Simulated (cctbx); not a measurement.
**Accept or mend?**

Cell a = 12.4770 Å, b = 7.5220 Å, c = 7.3860 Å, α = 90.00°, β = 126.09°, γ = 90.00°; space group C2/m (no. 12).

The data are simulated with cctbx, not measured: Mo Kα, λ = 0.71073 Å, to d = 0.65 Å, 80 % of the full sphere, strongest reflection 20000 counts, noise from counting, a 3 % proportional error and a noise floor of 8 counts (s.d.); no absorption, and some extinction, which the refinements don't model.

An anisotropic refinement with weights 1/σ² prints:

```text
Rint 0.024, 81 unique reflections to 1.60 A
cycle     R1     wR2    GooF  max shift (A)
   1  0.0240  0.0534   2.315   0.01078
   5  0.0129  0.0300   1.300   0.00000
final R1 0.0129 wR2 0.0300 GooF 1.300  parameters 49  data/parameter 1.7
atom        x        y        z      Ueq    occ   su(xyz)  su(Uiso or U11)
Sb1    0.00000  0.50000  0.00000   0.0088  1.000  0.00000  0.0049
Ni1    0.50000  0.00000  0.50000   0.0117  1.000  0.00000  0.0083
Ni2    0.75000  0.25000  0.50000   0.0110  1.000  0.00000  0.0072
Ni3    0.00000  0.00000  0.00000   0.0126  1.000  0.00000  0.0090
S1     0.75219  0.00000  0.73269   0.0208  1.000  0.00172  0.0155
S2     0.49890  0.75894  0.22999   0.0213  1.000  0.00155  0.0135
S3     0.76000  0.50000  0.74844   0.0225  1.000  0.00181  0.0155
Li1    0.00000  0.00000  0.50000   0.1368  1.000  0.00000  0.0853  NPD
Li2    0.75000  0.75000  0.00000   0.1533  1.000  0.00000  0.1381
difference map: max 0.36 min -0.17 rms 0.08
Q1    0.1288  0.2395  0.6223    8    0.37  2.17 A from Ni2
Q2    0.1539  0.0000  0.4166    4    0.34  1.98 A from S3
Q3    0.1268  0.5000  0.8620    4    0.32  2.16 A from Ni1
Q4    0.1396  0.5000  0.3543    4    0.20  1.81 A from S3
Q5    0.1044  0.0000  0.8341    4    0.19  2.00 A from Li1
Q6    0.1334  0.2144  0.1404    8    0.17  1.98 A from S1
```

Q: Accept it or mend it, and why?

Mend it. The fault: data cut at low resolution. Against the right model at the same level, R1 goes from 0.0220 to 0.0129 and GooF from 1.03 to 1.30 and Li1 goes non-positive-definite. The atoms are right, but there are too few data for the parameters: R1 flatters and the s.u.s grow. Data per parameter fall from 23.2 to 1.7.

The compound is Li3Ni4SbS8. The right model at the same level gives:

```text
Rint 0.031, 1137 unique reflections to 0.65 A
cycle     R1     wR2    GooF  max shift (A)
   1  0.0224  0.0504   1.045   0.00107
   2  0.0220  0.0497   1.030   0.00002
final R1 0.0220 wR2 0.0497 GooF 1.030  parameters 49  data/parameter 23.2
atom        x        y        z      Ueq    occ   su(xyz)  su(Uiso or U11)
Sb1    0.00000  0.50000  0.00000   0.0081  1.000  0.00000  0.0002
Ni1    0.50000  0.00000  0.50000   0.0081  1.000  0.00000  0.0004
Ni2    0.75000  0.25000  0.50000   0.0083  1.000  0.00000  0.0002
Ni3    0.00000  0.00000  0.00000   0.0069  1.000  0.00000  0.0004
S1     0.75231  0.00000  0.73333   0.0104  1.000  0.00017  0.0005
S2     0.49916  0.75846  0.23142   0.0105  1.000  0.00012  0.0002
S3     0.75952  0.50000  0.74792   0.0090  1.000  0.00016  0.0004
Li1    0.00000  0.00000  0.50000   0.0231  1.000  0.00000  0.0093
Li2    0.75000  0.75000  0.00000   0.0265  1.000  0.00000  0.0036
difference map: max 1.30 min -1.41 rms 0.29
Q1    0.0446  0.1781  0.6216    8    1.37  1.52 A from Li1
Q2    0.1777  0.0000  0.2382    4    1.16  0.77 A from S1
Q3    0.1373  0.0000  0.9150    4    0.99  2.10 A from S1
Q4    0.0536  0.3439  0.2668    8    0.98  0.86 A from S2
Q5    0.0726  0.5000  0.4029    4    0.96  1.45 A from Ni1
Q6    0.1978  0.3637  0.3334    8    0.94  1.31 A from Ni2
```

Isotropic U is held between 0.0001 and 1 Å² by the program, and listed peak heights are interpolated, so they can pass the grid's maximum.

This is a model crystal, built by substitution and not relaxed, with assumed displacement parameters.

[Middle refinement cycles are left out of these outputs.]

[Logs are printed without paths, hosts, clocks, repeated set-up lines and the standing remarks that a program may print on its own settings, such as how far it seeks lower states.]
